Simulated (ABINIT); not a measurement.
## NaCl (Fm-3m): how ε∞ follows the gap

The empty bands of NaCl (Fm-3m) are shifted up rigidly by Δ, and ε∞ is computed for each shift.

Symmetry: Fm-3m, No. 225, cubic system. The conventional cell has a = 5.620 Å, b = 5.620 Å, c = 5.620 Å, α = 90.00°, β = 90.00°, γ = 90.00°. Around Cl on site b lie 6 Na at 2.81 Å. Na on site a is surrounded by 6 Cl at 2.81 Å.

Method: ABINIT 10.8.3, PBE, independent particles, k-mesh 10×10×10, Lorentzian half width 0.04 eV.

Launch of the response step: `optic optic.abi`. The series took 43 s in all, its band step included, on 4 threads of AMD EPYC 7B13 (Zen 3), on a shared host.

```tsv
Δ (eV)	ε∞
0.00	2.727
0.40	2.660
0.80	2.597
1.20	2.540
1.60	2.486
2.00	?
```

With one effective transition at E₀ and fixed dipole strength, ε∞ − 1 = A/(E₀ + Δ), so 1/(ε∞ − 1) is linear in Δ.

Working, on the rows shown:

| x = Δ (eV) | y = 1/(ε∞ − 1) |
| --- | --- |
| 0 | 0.579039 |
| 0.4 | 0.60241 |
| 0.8 | 0.626174 |
| 1.2 | 0.649351 |
| 1.6 | 0.672948 |

Means: x̄ = 0.8, ȳ = 0.62598. Σ(x − x̄)(y − ȳ) = 0.0939, Σ(x − x̄)² = 1.6. Slope = 0.0939 / 1.6 = 0.05869; intercept = ȳ − slope · x̄ = 0.57903. Turned back into ε∞, the line misses the rows shown by at most 0.00048.

Problem. What does the fit predict for the withheld row, and how well does it do?

Solution. At x = 2 the line gives y = 0.69641, that is 2.436. The run gave 2.437, so the extrapolation is off by 0.0011, 0.4 % of the range in the table.

Refitted with all rows, the slope is 0.0585 and the intercept 0.57913. These give E₀ = intercept/slope = 9.9 eV, far above the least direct gap of 5.15 eV: most of the screening comes from transitions well over the edge. Over the first step ε∞ falls by 6 % per eV. The cell comes from an older database entry, whose edges can be off by a per cent or so. Excitons are left out and so are local fields; PBE gaps are as a rule too small. The values come from a sum over the points of one k-mesh and carry its error, which grows as the direct gap shrinks.

[Logs are printed without paths, hosts, clocks, repeated set-up lines and the standing remarks that a program may print on its own settings, such as how far it seeks lower states.]
